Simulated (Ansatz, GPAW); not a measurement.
# Screening of a field by Mg/V(100), part 2 of 2

How does Mg/V(100) screen a perpendicular field?

GPAW 26.7.0 and Ansatz 0.2.0; Ansatz plane waves; slab in vacuum with a dipole correction, relaxation (the session's first sound run).

So far. Step 5 (In a field): The dipole is now -0.0320 e Å, against 0.029 in the run without a field.

**7. Field on**

The input, run.py:

```python
import json
import numpy as np
from ase import Atoms
from gpaw import GPAW, PW
from gpaw.external import ConstantElectricField

slab = Atoms(
    ['V', 'V', 'V', 'V', 'V', 'Mg'],
    positions=[
        [0.00000, 0.00000, 7.00000],
        [1.51000, 1.51000, 8.51000],
        [0.00000, 0.00000, 10.02000],
        [1.51000, 1.51000, 11.53999],
        [-0.00000, 0.00000, 12.84011],
        [1.51000, 1.51000, 14.81859]],
    cell=[[3.02, 0.0, 0.0], [0.0, 3.02, 0.0], [0.0, 0.0, 22.26921]],
    pbc=[True, True, False])

slab.calc = GPAW(mode=PW(400), xc='PBE', kpts={'size': (10, 10, 1), 'gamma': True},
                 occupations={'name': 'fermi-dirac', 'width': 0.1}, nbands='200%',
                 convergence={'density': 1e-05}, maxiter=200,
                 poissonsolver={'dipolelayer': 'xy'},
                 external=ConstantElectricField(0.05, [0, 0, 1]),
                 symmetry={'tolerance': 1e-3}, txt='slab.txt')
result = {}
energy = slab.get_potential_energy()
fermi = slab.calc.get_fermi_level()
v = slab.calc.get_electrostatic_potential().mean((0, 1)) - fermi
n = slab.calc.get_pseudo_density().mean((0, 1))
L = slab.cell[2, 2]
z = np.arange(len(v)) * L / len(v)
low, high = slab.positions[:, 2].min(), slab.positions[:, 2].max()
below, above = np.interp([low - 4.8, high + 4.8], z, v)
slopes = [np.interp(x, z, np.gradient(v, z)) for x in (low - 4.8, high + 4.8)]
eps = np.array([[slab.calc.get_eigenvalues(k, s) for k in range(len(slab.calc.get_ibz_k_points()))]
                for s in range(slab.calc.get_number_of_spins())]) - fermi
top, bottom = eps[eps < 0].max(), eps[eps > 0].min()
dipole = slab.get_dipole_moment()[2]
print(f'energy {energy:.4f} eV, Fermi level {fermi:.4f} eV, dipole {dipole:.5f} e A')
print(f'potential 4.8 A off the faces, from the Fermi level: lower {below:.4f} eV, upper {above:.4f} eV')
print(f'slope of the potential there: lower {slopes[0]:.5f}, upper {slopes[1]:.5f} eV/A')
print(f'nearest levels on the mesh: {top:.4f} and {bottom:.4f} eV')
print('magnetic moment', round(slab.get_magnetic_moment(), 3))
result.update(energy=energy, fermi=fermi, dipole=dipole, below=below, above=above, slopes=slopes, edges=[top, bottom],
              z=z.tolist(), v=v.tolist(), n=n.tolist(), positions=slab.positions.tolist(),
              forces=slab.get_forces(apply_constraint=False).tolist(), moments=slab.get_magnetic_moments().tolist())
json.dump(result, open('result.json', 'w'))
```

Command:

```sh
> OMP_NUM_THREADS=1 OPENBLAS_NUM_THREADS=1 python run.py
```

It took 6.4 min on 1 thread of Intel Xeon Platinum 8375C at 2.90GHz (Ice Lake), shared host; peak memory 0.5 GiB.

The electrostatic potential energy of an electron (without an applied field's), less the Fermi level, planar mean oscillates, so the rows of the table below give means over windows of 0.5 Å about each position, cut where the curve ends. Its maxima inside the range that stand out by 2 % of the span (Å: eV): 0.53: 4.17, 7.74: -5.36, 9.23: -5.50, 10.82: -5.42, 12.20: -8.56, 13.89: -1.55. Its minima: 7.00: -13.4, 8.48: -13.3, 10.07: -13.3, 11.56: -13.7, 12.83: -13.9, 14.85: -9.38.

The electrostatic potential energy of an electron (without an applied field's), less the Fermi level, planar mean by z; means over each step:

z (Å), electrostatic potential energy of an electron (without an applied field's), less the Fermi level, planar mean (eV) and a bar from the least value:
```
      0.0        3.8 #############################
      0.5        4.1 ##############################
      1.0        4.2 ##############################
      1.5        4.2 ##############################
      2.0        4.2 ##############################
      2.5        4.2 ##############################
      3.0        4.2 ##############################
      3.5        4.1 ##############################
      4.0        4.1 ##############################
      4.5        4.0 ##############################
      5.0        3.6 #############################
      5.5        2.7 ###########################
      6.0        0.2 #######################
      6.5       -6.2 ############
      7.0      -12.5 
      7.5       -7.7 #########
      8.0       -7.4 ##########
      8.5      -12.4 #
      9.0       -7.8 #########
      9.5       -7.4 #########
     10.0      -12.5 
     10.5       -7.9 #########
     11.0       -7.2 ##########
     11.5      -12.7 
     12.0       -9.9 #####
     12.5      -11.2 ###
     13.0      -11.9 ##
     13.5       -4.2 ###############
     14.0       -2.1 ###################
     14.5       -6.5 ###########
     15.0       -8.0 ########
     15.5       -2.5 ##################
     16.0        0.8 ########################
     16.5        2.2 ###########################
     17.0        2.7 ###########################
     17.5        2.9 ############################
     18.0        3.0 ############################
     18.5        3.0 ############################
     19.0        3.0 ############################
     19.5        3.0 ############################
     20.0        3.0 ############################
     20.5        3.0 ############################
     21.0        3.0 ############################
     21.5        3.0 ############################
     22.0        3.1 ############################
```

**8. In a field**

Edit run.py of step 7 so:

```diff
@@ -22,3 +22,3 @@
                  poissonsolver={'dipolelayer': 'xy'},
-                 external=ConstantElectricField(0.05, [0, 0, 1]),
+                 external=ConstantElectricField(0.1, [0, 0, 1]),
                  symmetry={'tolerance': 1e-3}, txt='slab.txt')
```

Run time: 6 min. Hardware: 1 thread; peak memory 0.5 GiB.

The dipole is now 0.0892 e Å, against 0.029 in the run without a field.

**9. Field on**

Edit run.py of step 8 so:

```diff
@@ -22,3 +22,3 @@
                  poissonsolver={'dipolelayer': 'xy'},
-                 external=ConstantElectricField(0.1, [0, 0, 1]),
+                 external=ConstantElectricField(0.2, [0, 0, 1]),
                  symmetry={'tolerance': 1e-3}, txt='slab.txt')
```

Run time: 6.1 min. Hardware: 1 thread; peak memory 0.5 GiB.

The dipole is now 0.150 e Å, against 0.029 in the run without a field.

**10. Field on**

Edit run.py of step 9 so:

```diff
@@ -22,3 +22,3 @@
                  poissonsolver={'dipolelayer': 'xy'},
-                 external=ConstantElectricField(0.2, [0, 0, 1]),
+                 external=ConstantElectricField(0.3, [0, 0, 1]),
                  symmetry={'tolerance': 1e-3}, txt='slab.txt')
```

It took 6.5 min on 1 thread; peak memory 0.5 GiB.

The dipole is now 0.210 e Å, against 0.029 in the run without a field.

**11. The series**

The members are put on one axis.

This step: induced dipole against applied field (GPAW 26.7.0).

The dipole along the normal by field:

| field (V/Å) | dipole along the normal (e·Å) |
| --- | --- |
| -0.200 | -0.0927 |
| -0.100 | -0.0320 |
| -0.050 | -0.00170 |
| 0.000 | 0.0286 |
| 0.050 | 0.0589 |
| 0.100 | 0.0892 |
| 0.200 | 0.150 |
| 0.300 | 0.210 |

**12. Outcome**

| Property | Result |
| --- | --- |
| work function, upper and lower face | 3.279 and 3.846 eV |
| dipole along the normal | 0.0286 e Å |
| induced dipole per field | 0.606 e Å per V/Å |
| out-of-plane polarisability per area, α/(ε0 A) | 12.0 Å |

**Reading.** The field induces 0.606 e Å per V/Å, a polarisable thickness α/(ε0 A) of 12.0 Å beside 7.82 Å between the outermost nuclei. A perfect conductor would give the distance between its two image planes; a dielectric of thickness t gives t(1 - 1/ε). The two faces differ by 0.57 eV, the step that the slab's dipole makes (e p/(ε0 A) gives 0.57 eV), so the dipole layer is needed. The induced dipole is linear in the field over this range. The cell of 9.12 Å² holds one Mg, started on one chosen site; other sites and coverages weren't tried. The runs had no spin polarisation, so a magnetic state, which thin layers of d-metal atoms can have, wasn't tested. The in-plane lattice was kept as typed, which isn't the functional's own and leaves some strain; spin-orbit coupling and temperature are left out.

[Logs are printed without paths, hosts, clocks, repeated set-up lines and the standing remarks that a program may print on its own settings, such as how far it seeks lower states.]

[Hosts, paths, dates, database ids (printed as entryN), source tags and the programs' standing remarks are cut or masked in the printed files.]
